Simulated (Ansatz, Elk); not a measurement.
# CaCo3: X-ray structure factors from the self-consistent density

The structure of CaCo3 used here is made up (a known structure type with other elements) and was relaxed beforehand with PBEsol. The aim is the Fourier transform of its all-electron density, F(hkl), set beside the sum over free spherical atoms that refinements use.

Program: Elk 11.2.3 (patched build). Level of theory: DFT, PBE, all-electron APW+lo, Dirac cores, scalar-relativistic bands, static density, ferromagnetic start. Results are calculated unless marked as measured.

This account leaves out most program logs.

The structure was built from a prototype and need not be the compound's stable phase.

### 1. The starting structure

It takes space group P6_3/mmc (No. 194, hexagonal). Conventional cell: a = 6.178 Å, b = 6.178 Å, c = 3.937 Å, α = 90.00°, β = 90.00°, γ = 120.00°. Nearest to Co lie 6 Co at 2.33 to 2.38 Å and 4 Ca at 2.97 to 3.12 Å. Nearest to Ca lie 12 Co at 2.97 to 3.12 Å. Farther neighbours are not listed.

As a file:

```cif
data_structure
_symmetry_space_group_name_H-M 'P 1'
_symmetry_Int_Tables_number 1
_cell_length_a 6.1781
_cell_length_b 6.1781
_cell_length_c 3.9373
_cell_angle_alpha 90.000
_cell_angle_beta 90.000
_cell_angle_gamma 120.000
_cell_volume 130.15
loop_
_atom_site_label
_atom_site_type_symbol
_atom_site_fract_x
_atom_site_fract_y
_atom_site_fract_z
_atom_site_occupancy
Co1 Co 0.25117 0.12558 0.75000 1
Co2 Co 0.87442 0.12558 0.75000 1
Co3 Co 0.87442 0.74883 0.75000 1
Co4 Co 0.74883 0.87442 0.25000 1
Co5 Co 0.12558 0.87442 0.25000 1
Co6 Co 0.12558 0.25117 0.25000 1
Ca7 Ca 0.66667 0.33333 0.25000 1
Ca8 Ca 0.33333 0.66667 0.75000 1
```

### 2. Ground state and structure factors

An all-electron density is needed, since X-rays see the cores too. Task 0 finds the density and task 195 Fourier-transforms it; tshift is off so that phases refer to the origin typed.

elk.in reads:

```
tasks
  0
  195
  196

xctype
  20

spinpol
  .true.

rgkmax
  7.0

gmaxvr
  14.0

lmaxo
  7

lmaxapw
  8

swidth
  0.002

tshift
  .false.

ramdisk
  .false.

hmaxvr
  5.5

maxscl
  120

epspot
  1e-06

reducebf
  0.8

sppath
  './'

avec
  11.67500061201 -0.00000000000 0.00000000000
  -5.83750030600 10.11084711920 0.00000000000
  0.00000000000 0.00000000000 7.44044358278

atoms
  2
  'Co.in'
  6
  0.2511684180 0.1255842090 0.7500000000   0.000000 0.000000 -0.080000
  0.8744157910 0.1255842090 0.7500000000   0.000000 0.000000 -0.080000
  0.8744157910 0.7488315820 0.7500000000   0.000000 0.000000 -0.080000
  0.7488315820 0.8744157910 0.2500000000   0.000000 0.000000 -0.080000
  0.1255842090 0.8744157910 0.2500000000   0.000000 0.000000 -0.080000
  0.1255842090 0.2511684180 0.2500000000   0.000000 0.000000 -0.080000
  'Ca.in'
  2
  0.6666666667 0.3333333333 0.2500000000   0.000000 0.000000 0.000000
  0.3333333333 0.6666666667 0.7500000000   0.000000 0.000000 0.000000

ngridk
  4 4 5
```

Launch:

```bash
$ OMP_NUM_THREADS=4 elk
```

Run time: 6.3 min. Hardware: 4 threads of Intel Xeon Platinum 8488C (Sapphire Rapids), shared host; peak memory 0.71 GiB.

SFACRHO.OUT:

```text

h k l indices transformed by vhmat matrix:
   1.000000000       0.000000000       0.000000000    
   0.000000000       1.000000000       0.000000000    
   0.000000000       0.000000000       1.000000000    

      h      k      l  multipl.   |H|            Re(F)            Im(F)           |F|

      0      0      0      1   0.0000000       202.00000      0.21894049E-15   202.00000    
      0      1      0      6  0.62143016       52.919544     -0.62467970E-13   52.919544    
      0      0      1      2  0.84446381      0.92368447E-14  0.12188872E-13  0.15293394E-13
      0      1     -1      6   1.0484725       7.9523392      0.57897143E-13   7.9523392    
      1     -1      1      6   1.0484725      -7.9523392     -0.57897143E-13   7.9523392    
     -1      2      0      6   1.0763486       11.540537     -0.74704698E-13   11.540537    
      0     -2      0      6   1.2428603      -58.503689     -0.60944361E-14   58.503689    
     -2      1     -1     12   1.3680809     -0.17727092E-07 -0.45708271E-13  0.17727092E-07
      2      0      1      6   1.5026047      -104.50305      0.16454978E-12   104.50305    
      2      0     -1      6   1.5026047       104.50305     -0.16531158E-12   104.50305    
     -1     -2      0     12   1.6441497      -51.415065     -0.48755489E-13   51.415065    
      0      0     -2      2   1.6889276      -140.46569     -0.15397008E-15   140.46569    
      0     -1      2      6   1.7996255      -39.589330     -0.50279098E-13   39.589330    
      0      1      2      6   1.7996255      -39.589330      0.51802707E-13   39.589330    
     -1     -2     -1     12   1.8483363       30.519240      0.79989474E-13   30.519240    
     -3      1     -1     12   1.8483363      -30.519240     -0.25901354E-13   30.519240    
      0     -3      0      6   1.8642905      -27.005771     -0.11557426E-12   27.005771    
      2     -1     -2     12   2.0027488      -8.4242779      0.44407449E-13   8.4242779
```

Elk indexes on the primitive cell of elk.in and gives |H| = 4π sin θ/λ in inverse bohr. Below, one row stands for each form hkl of the conventional cell (m members, Friedel mates merged), F is for one primitive cell and the density is static (no thermal factor). Free-atom factors are Waasmaier and Kirfel's, and R is Σm||F|−|F'||/Σm|F|.

```
hkl   m  sin θ/λ (Å⁻¹)  abs F, DFT  neutral atoms   diff.
100   6          0.093      52.919         52.471  +0.449
001   2          0.127       0.000          0.000  +0.000
101  12          0.158       7.952          7.875  +0.077
110   6          0.162      11.540         11.451  +0.090
200   6          0.187      58.504         58.410  +0.093
111  12          0.206       0.000          0.000  +0.000
201  12          0.226     104.503        104.916  -0.413
210  12          0.247      51.415         51.551  -0.136
002   2          0.254     140.466        141.137  -0.671
102  12          0.271      39.589         39.928  -0.339
211  24          0.278      30.519         30.955  -0.436
300   6          0.280      27.006         27.300  -0.294
112  12          0.301       8.424          8.171  +0.253
301  12          0.308      83.189         83.743  -0.554
```

### 3. The magnetisation density

The same run holds the spin density, and task 196 transforms it. The order is that of the start, and no other was tried.

SFACMAG_1.OUT:

```text

h k l indices transformed by vhmat matrix:
   1.000000000       0.000000000       0.000000000    
   0.000000000       1.000000000       0.000000000    
   0.000000000       0.000000000       1.000000000    

      h      k      l  multipl.   |H|            Re(F)            Im(F)           |F|

      0      0      0      1   0.0000000       9.3875558      0.14352107E-16   9.3875558    
      0      1      0      6  0.62143016       4.2585647      0.49874390E-14   4.2585647    
      0      0      1      2  0.84446381      0.52860521E-15 -0.37792646E-15  0.64980911E-15
      0      1     -1      6   1.0484725      -1.2650685     -0.48460885E-14   1.2650685    
      1     -1      1      6   1.0484725       1.2650685      0.12386763E-13   1.2650685    
     -1      2      0      6   1.0763486      -1.3609627      0.64642863E-14   1.3609627    
      0     -2      0      6   1.2428603      -2.7205517      0.47642540E-14   2.7205517    
     -2      1     -1     12   1.3680809      0.50809434E-11  0.34340719E-14  0.50809446E-11
      2      0      1      6   1.5026047      -4.7955158     -0.29155390E-13   4.7955158    
      2      0     -1      6   1.5026047       4.7955158      0.28811685E-13   4.7955158    
     -1     -2      0     12   1.6441497      -2.0641347      0.19818821E-14   2.0641347    
      0      0     -2      2   1.6889276      -6.4163953     -0.43408182E-17   6.4163953    
      0     -1      2      6   1.7996255      -2.7809977      0.11397310E-14   2.7809977    
      0      1      2      6   1.7996255      -2.7809977     -0.11516342E-14   2.7809977    
     -1     -2     -1     12   1.8483363       2.7403029     -0.11241080E-13   2.7403029    
     -3      1     -1     12   1.8483363      -2.7403029     -0.29460409E-15   2.7403029
```

The total moment is 9.39 μB a cell; sphere moments: Co1 +1.65, Co2 +1.65, Co3 +1.65, Co4 +1.65, Co5 +1.65, Co6 +1.65, Ca7 -0.06, Ca8 -0.06 μB. Polarised neutrons measure spin and orbital magnetisation together; without spin-orbit coupling the run gives the spin part:

```
hkl  sin θ/λ (Å⁻¹)  abs F_M (μB)
100          0.093         4.259
001          0.127         0.000
101          0.158         1.265
110          0.162         1.361
200          0.187         2.721
111          0.206         0.000
201          0.226         4.795
210          0.247         2.064
002          0.254         6.416
102          0.271         2.781
211          0.278         2.740
300          0.280         2.625
112          0.301         0.839
301          0.308         4.091
```

### 4. The highest occupied states alone

An energy window below the Fermi level keeps the highest occupied states, to see at which angles they scatter; shallow core shells can lie inside it and anion s states outside. No new self-consistency is needed.

elk.in, as its differences from that of step 2:

```diff
@@ -1,5 +1,3 @@
 tasks
-  0
   195
-  196
 
@@ -44,2 +42,5 @@
 
+wsfac
+  -0.207540 0.533450
+
 sppath
```

Launch:

```bash
$ OMP_NUM_THREADS=4 elk
```

Elapsed: 13 s, on 4 threads; peak memory 0.38 GiB; 19 s of CPU time.

States within 12 eV below the Fermi level hold 58.00 electrons; any levels below the window count with the cores. Their amplitudes can exceed the total, where window and core parts have opposite phase:

| hkl | sin θ/λ (Å⁻¹) | abs F, window | abs F, all |
| --- | --- | --- | --- |
| 100 | 0.093 | 20.653 | 52.919 |
| 001 | 0.127 | 0.000 | 0.000 |
| 101 | 0.158 | 4.728 | 7.952 |
| 110 | 0.162 | 4.761 | 11.540 |
| 200 | 0.187 | 10.471 | 58.504 |
| 111 | 0.206 | 0.000 | 0.000 |
| 201 | 0.226 | 17.314 | 104.503 |
| 210 | 0.247 | 7.893 | 51.415 |
| 002 | 0.254 | 22.967 | 140.466 |
| 102 | 0.271 | 9.876 | 39.589 |

### 5. Another functional

The difference from free atoms is small, so it is set against the change that PBEsol makes.

elk.in, as its differences from that of step 4:

```diff
@@ -1,6 +1,8 @@
 tasks
+  0
   195
+  196
 
 xctype
-  20
+  22
 
@@ -42,5 +44,2 @@
 
-wsfac
-  -0.207540 0.533450
-
 sppath
```

Launch:

```bash
$ OMP_NUM_THREADS=4 elk
```

Wall time 6.3 min (4 threads); peak memory 0.7 GiB; 23 min of CPU time.

Against the first run R = 0.03 %; the largest change is -0.080 at 002. The moment goes from 9.39 to 9.39 μB.

### 6. Basis size

The basis and the expansions that go with it are enlarged, to see whether the differences are converged.

elk.in, as its differences from that of step 5:

```diff
@@ -6,3 +6,3 @@
 xctype
-  22
+  20
 
@@ -12,12 +12,12 @@
 rgkmax
-  7.0
+  8.5
 
 gmaxvr
-  14.0
+  18.0
 
 lmaxo
-  7
+  9
 
 lmaxapw
-  8
+  10
```

Launch:

```bash
$ OMP_NUM_THREADS=4 elk
```

Wall time 8.9 min (4 threads); peak memory 1 GiB.

The run was cut off at its time limit.

### 7. Settings against the effect

```
          run  R against the first run (%)  R against neutral atoms, low angle (%)  wall time
PBE, rgkmax 7                         0.00                                    0.66    6.3 min
       PBEsol                         0.03                                    0.69    6.3 min
```

### 8. Outcome

| Item | Value |
| --- | --- |
| R against neutral atoms, sin θ/λ < 0.3 Å⁻¹ | 0.66 % |
| R against neutral atoms, 0.3 to 0.81 Å⁻¹ | 0.28 % |

**Reading.** Independent neutral atoms miss the calculated amplitudes by R = 0.66 % below 0.3 Å⁻¹ and 0.28 % from there to 0.81 Å⁻¹; by shells, 0.85 % below 0.15 Å⁻¹ (1 form), 0.65 % 0.15 to 0.3 (9 forms), 0.33 % 0.3 to 0.45 (18 forms), 0.26 % above 0.45 (107 forms). Bonding, aspherical density and the tables' own atoms all enter these figures, and the runs don't part them. The largest change of an amplitude is -0.67 electrons, at 002. The magnetic order is that of the start. No other order was tried here, and an antiferromagnetic one would change or move the magnetic intensity. The window's part falls from 58.0 electrons at the origin to at most 7.08 between 0.45 and 0.81 Å⁻¹, where compact states inside the window still scatter. Below 0.3 Å⁻¹ the changes that finished (PBEsol) move F by R = 0.03 % at most, against the 0.66 % that separates it from free atoms. The magnetic factors move by R = 0.9 % (PBEsol). The basis has no finished test. The k-mesh has no finished test. Part of the difference isn't bonding: the tables are fits to free atoms and ions calculated by other methods than this functional. Thermal motion, anomalous dispersion and extinction are left out.

[Logs are printed without paths, hosts, clocks, repeated set-up lines and the standing remarks that a program may print on its own settings, such as how far it seeks lower states.]

[Hosts, paths, dates, database ids (printed as entryN), source tags and the programs' standing remarks are cut or masked in the printed files.]
